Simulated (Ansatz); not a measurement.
Rows from a G0W0 calculation on SnWO4 (Pnna) (Ansatz 0.2.0; G0W0 on LDA, plane waves, PAW; 4×2×4 mesh, 743 empty bands, screening to 100 eV, hard PAW files), in eV. Spin-orbit coupling is left out.

```csv
row,Σx,Σc,Vxc,Z
A,-20.50,1.83,-18.64,0.76
B,-15.70,-4.06,-20.87,0.76
C,-15.60,-4.09,-20.81,0.76
D,-20.63,1.90,-18.70,0.76
E,-15.62,-4.15,-20.87,0.76
F,-15.63,-4.20,-20.95,0.76
```

**Question.** Which rows are filled states and which are empty ones, and how can one tell?

Filled: A and D. Empty: B, C, E and F. The sign of Σc tells: for a filled state bare exchange, which holds its interaction with itself, lies below Vxc (Σx − Vxc is -1.9 eV or lower here) and screening gives part back as a positive Σc. For an empty state Σx lies above Vxc (+5.2 eV or more) and the Coulomb hole leaves Σc negative.

[Paths, hosts, dates, memory and timing lines, banners, echoed tables and standing remarks are left out of the program output.]

[Logs are printed without paths, hosts, clocks, repeated set-up lines and the standing remarks that a program may print on its own settings, such as how far it seeks lower states.]

[Runs of the session that timed out or met a known fault of the program may be left out.]

[Cells called generated may have been cut or substituted from an entry of the Crystallography Open Database or the Materials Project.]

[Hosts, paths, dates, database ids (printed as entryN), source tags and the programs' standing remarks are cut or masked in the printed files.]
